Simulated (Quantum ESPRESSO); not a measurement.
# Calculated records

```
Magnetic state of CaCu2O3 from several starts
1.0
     4.13628    0.00000    0.00000
     0.00000   10.08906    0.00000
     0.00000    0.00000    3.65127
Ca Cu O
2 4 6
Direct
  0.00000 0.00000 0.38778
  0.50000 0.50000 0.61222
  0.00000 0.66370 0.12528
  0.00000 0.33630 0.12528
  0.50000 0.83630 0.87472
  0.50000 0.16370 0.87472
  0.50000 0.00000 0.63277
  0.00000 0.50000 0.36723
  0.00000 0.16512 0.91158
  0.50000 0.66512 0.08842
  0.50000 0.33488 0.08842
  0.00000 0.83488 0.91158
# method: LDA; plane waves with GBRV 1.5 LDA potentials, no spin-orbit coupling (and 1 further level or step)
# program: Quantum ESPRESSO 7.5
# settings of one run: GBRV 1.5 LDA, cutoff 544.23 eV, 6×2×6 k-mesh, 85 bands, fermi-dirac occupations, smearing width 0.05 eV, collinear spin, SCF threshold 2.40e-8, mesh matched on, starting moments 0 0 1 1 1 1 0 0 0 0 0 0 μB
# cost: 3 runs, 7.2 min in all on 4 MPI ranks of Arm Neoverse V2, shared host (the runs of this entry)
# notes: No Hubbard term acts here. In such compounds local and semilocal functionals without one often delocalise the d electrons, and can shrink or lose moments and miss the size, sign and order of the couplings.
# lowest state found: non-magnetic (from ferro ++++, antiferro +-+- and antiferro ++--)
# largest site moment: 0 μB
```

[Logs and program files are shortened in this print: banners, set-up blocks, solver, clock and traceback lines can be left out without a mark of their own.]

[Logs are printed without paths, hosts, clocks, repeated set-up lines and the standing remarks that a program may print on its own settings, such as how far it seeks lower states.]

[Hosts, paths, dates, database ids (printed as entryN), source tags and the programs' standing remarks are cut or masked in the printed files.]

[Where a cell is said to come from a database of computed structures, the database is the Materials Project.]
